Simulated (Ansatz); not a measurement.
# NaCl (Fm-3m): phonons and vibrational spectra, part 2 of 2

The cell of NaCl (Fm-3m) is at rest. What are its phonons?

Ansatz 0.2.0; DFT PBEsol, scalar-relativistic, plane waves, PAW.

So far: Set-up; Phonons on a q mesh.

The database entry behind the starting cell differs from later determinations by our own check (an axis about 0.4 % short against later determinations), so it need not match the best structure at ambient conditions.

**2. Phonons on a q mesh (continued)**

Interpolated from a 4×4×4 q mesh, with the LO-TO term (at Γ the limit along the path; where Γ stands inside the path, tables give the limit on arrival). The phonon branches at the labelled points (cm⁻¹):

```tsv
point	branch 1	branch 2	branch 3	branch 4	branch 5	branch 6
Γ	0	0	0	166	166	255
halfway	60	60	132	171	171	204
X	81	81	136	175	175	186
halfway	86	97	133	172	176	185
U	98	126	129	162	178	182
jump to K	98	126	129	162	178	182
halfway	72	93	125	145	173	225
Γ	0	0	0	166	166	255
halfway	71	71	107	158	158	243
L	115	115	137	137	171	216
halfway	111	118	141	153	174	191
W	114	114	135	155	180	180
halfway	93	106	131	169	176	184
X	81	81	136	175	175	186
```

The phonon branches as a text plot (rows in cm⁻¹):

```
    250 |***                      **********
    239 |   *                    *          **
    228 |                       *             **
    218 |    **                                 ***
    207 |      *               *                   **
    196 |                    **                      *
    186 |       *   ******* *                         **   ******
    175 |    ***********************             ****************
    165 |****    *      ***         ********    *           **
    154 |       * **       ****  ***        ****      ******
    143 |           *      **  **             ***  ******
    133 |      *     ******  **                  **      *** ****
    122 |                ***    *            *      ****   **
    112 |    **         *   ****            *   ************ *
    101 |              *  ** **  *             *            ***
     90 |   *          ***     **          *  *               **
     80 |         *****          ***         *                 **
     69 |       **              *         * *
     58 |  *   *                 ****      *
     48 |    **                   **     **
     37 |   *                       *
     27 | **                        **  **
     16 | *                          *  *
      5 |*                            **
         Γ           X  U|K            Γ         L        W     X
```

The phonon density of states has structure finer than the step of the table below, so its rows give means over 10 cm⁻¹, whole bins alone (the curve runs from 1 to 255 cm⁻¹). Peaks (cm⁻¹: height): 109.0: 0.0533, 117.0: 0.0598, 137.0: 0.0875, 171.0: 0.0953, 177.0: 0.0865.

Tetrahedra on a 20×20×20 mesh, mean over bins of 2 cm-1. Interpolated from a 4×4×4 q mesh. Table of phonon density of states by wavenumber; means over each step:

wavenumber (cm⁻¹), phonon density of states (1/cm⁻¹/cell) and a bar:
```
       10     0.0001 
       20     0.0007 
       30     0.0017 #
       40     0.0032 #
       50     0.0055 ##
       60     0.0088 ###
       70     0.0140 #####
       80     0.0242 #########
       90     0.0321 ############
      100     0.0366 ##############
      110     0.0417 ################
      120     0.0431 #################
      130     0.0307 ############
      140     0.0546 #####################
      150     0.0377 ##############
      160     0.0572 ######################
      170     0.0781 ##############################
      180     0.0630 ########################
      190     0.0158 ######
      200     0.0130 #####
      210     0.0125 #####
      220     0.0102 ####
      230     0.0075 ###
      240     0.0054 ##
      250     0.0027 #
```

The partial phonon density of states has structure finer than the step of the table below, so its rows give means over 10 cm⁻¹, whole bins alone (the curve runs from -10 to 272 cm⁻¹). Peaks (cm⁻¹: height): Cl 117.6: 0.0355, 137.1: 0.0311, 170.8: 0.0403; Na 137.1: 0.0389, 177.9: 0.0461.

Phonopy on the run's constants, 17x17x17 mesh, Gaussian sigma 2.0 cm-1. Interpolated from a 4×4×4 q mesh. The partial phonon density of states by wavenumber; means over each step; values in 1/cm⁻¹/cell:

```tsv
wavenumber (cm⁻¹)	Cl	Na
0	3.7e-5	2.4e-5
10	5.5e-5	3.6e-5
20	4.4e-4	2.8e-4
30	0.00121	7.7e-4
40	0.00183	0.00116
50	0.00343	0.00217
60	0.00543	0.00346
70	0.00859	0.00561
80	0.0142	0.00962
90	0.0197	0.0128
100	0.0229	0.0133
110	0.0300	0.0130
120	0.0285	0.0112
130	0.0185	0.0157
140	0.0244	0.0284
150	0.0181	0.0207
160	0.0249	0.0318
170	0.0361	0.0410
180	0.0253	0.0375
190	0.00351	0.0131
200	0.00239	0.0104
210	0.00249	0.00972
220	0.00262	0.00765
230	0.00237	0.00513
240	0.00193	0.00355
250	0.00105	0.00174
260	4.7e-5	7.4e-5
```

Second derivatives of the energy by pair, one row for each kind of neighbour of each atom listed. Each entry sums the pair over the periodic images of the supercell that the q mesh stands for, and in a polar crystal it holds the long-range dipole part too. Force constants by pair, by row:

```tsv
atom	neighbour	distance (Å)	third of the trace (eV/Å²)	along the pair's line (eV/Å²)
Na1	itself	0	2.087	–
Na1	Cl	2.801	-0.32	-0.6081
Na1	Na	3.961	0.0012	-0.2361
Na1	Cl	4.851	-0.0031	0.1001
Na1	Na	5.602	-0.0488	-0.1478
Na1	Cl	6.263	0.0114	0.0684
Na1	Na	6.861	-0.0063	-0.044
Cl2	itself	0	2.503	–
Cl2	Na	2.801	-0.32	-0.6081
Cl2	Cl	3.961	-0.0522	-0.3222
Cl2	Na	4.851	-0.0031	0.1001
Cl2	Cl	5.602	-0.0044	-0.0648
Cl2	Na	6.263	0.0114	0.0684
Cl2	Cl	6.861	-0.0082	-0.045
```

Harmonic thermodynamic functions per atom, from the density of states. Interpolated from a 4×4×4 q mesh. Thermodynamic functions, by row:

```tsv
T (K)	F_vib (meV/atom)	S (J/mol-atom/K)	C_V (J/mol-atom/K)
0	26.47	0	0
50	25.98	3.46	8.165
100	21.86	12.53	17.66
200	0.91	26.82	22.73
300	-32.09	36.3	23.92
400	-73.48	43.26	24.36
500	-121.2	48.72	24.57
600	-174.1	53.2	24.68
700	-231.3	57.02	24.75
800	-292.1	60.32	24.79
900	-356.2	63.25	24.82
1000	-423.1	65.86	24.85
```

Harmonic mean-square displacement, third of the trace. Interpolated from a 4×4×4 q mesh. Mean square displacements, by row:

```tsv
T (K)	Na1 U_eq (Å²)	Cl2 U_eq (Å²)
0	0.00541	0.00404
100	0.00841	0.00688
300	0.02094	0.01779
600	0.04101	0.03502
```

Symmetry leaves 8 wavevectors to solve. The lowest mode among them, the acoustic zeros apart, lies at q = (0, 0.25, 0.25) and is real, 60.0 cm⁻¹.

**3. Another isotope**

An isotope changes the mass and not the force constants, so no new electronic calculation is needed; the shifts show which modes move this element.

The same force constants with the mass of Cl changed from 35.450 to 36.966 u (phonopy, no LO-TO term). Both lists are sorted by frequency; levels can cross, so a row need not hold one and the same mode. Modes under 3 cm⁻¹ are left out. Isotope shifts, by row:

```tsv
q	rank	natural mass (cm⁻¹)	changed mass (cm⁻¹)
0 0 0	4	166.4	165
0 0 0	5	166.4	165
0 0 0	6	166.4	165
0 0 0.25	1	70.71	69.75
0 0 0.25	2	70.71	69.75
0 0 0.25	3	107	105.5
0 0 0.25	4	157.6	156.4
0 0 0.25	5	157.6	156.4
0 0 0.25	6	242.8	241.2
0 0 -0.5	1	115.1	112.7
0 0 -0.5	2	115.1	112.7
0 0 -0.5	3	136.6	136.6
0 0 -0.5	4	136.6	136.6
0 0 -0.5	5	171.2	167.7
0 0 -0.5	6	216.3	216.3
0 0.25 0.25	1	59.99	59.25
0 0.25 0.25	2	59.99	59.25
0 0.25 0.25	3	132.2	130.4
0 0.25 0.25	4	170.6	169.2
0 0.25 0.25	5	170.6	169.2
0 0.25 0.25	6	204.4	203
```

A mode of this element alone would shift by -2.07 %. The highest zone-centre frequency without the field goes from 166.4 to 165.0 cm⁻¹ (-0.8 %). The product of the frequency ratios over all optical modes at Γ is 0.976; the product rule, (m/m′)^(3k/2) (M′/M)^(3/2) with k = 1 such atoms and M the mass of the cell, gives 0.976.

**4. Results**

* space group (within 0.01 Å): Fm-3m
* volume per atom: 22.0 Å³
* gap on the k-mesh: 5.01 eV
* highest optical mode at the zone centre (no LO-TO term): 166 cm⁻¹
* top of the zone-centre spectrum with the field: 255 cm⁻¹
* lowest optical zone-centre mode: 166 cm⁻¹
* mean high-frequency dielectric constant: 2.57
* mean static dielectric constant: 6.02
* largest Born charge (third of the trace): 1.09 e
* lowest mode on the q mesh (acoustic modes at Γ apart): 60.0 cm⁻¹
* highest frequency on the path or at a solved wavevector: 255 cm⁻¹
* zero-point energy per atom: 26.5 meV
* heat capacity at 300 K: 23.9 J/(mol atoms K)
* vibrational entropy at 300 K: 36.3 J/(mol atoms K)
* Debye temperature (second moment): 276 K
* imaginary modes on the 4×4×4 q mesh: none

The structure is a minimum as far as tested: no mode is imaginary at the 8 irreducible wavevectors of the 4×4×4 mesh, and the softest away from the acoustic zeros lies at 60 cm⁻¹. Without the field, the optical modes at Γ form one degenerate level at 166 cm⁻¹. With the macroscopic field of the longitudinal modes the top of the zone-centre spectrum lies at 255 cm⁻¹, against 166 cm⁻¹ without it. Lattice motion raises the mean dielectric constant from 2.566 to 6.024. The strongest infrared line is at 166 cm⁻¹. No mode is Raman active to first order. These are harmonic frequencies at zero temperature: anharmonic shifts, linewidths and thermal expansion are left out.

[Logs are printed without paths, hosts, clocks, repeated set-up lines and the standing remarks that a program may print on its own settings, such as how far it seeks lower states.]

[Hosts, paths, dates, database ids (printed as entryN), source tags and the programs' standing remarks are cut or masked in the printed files.]
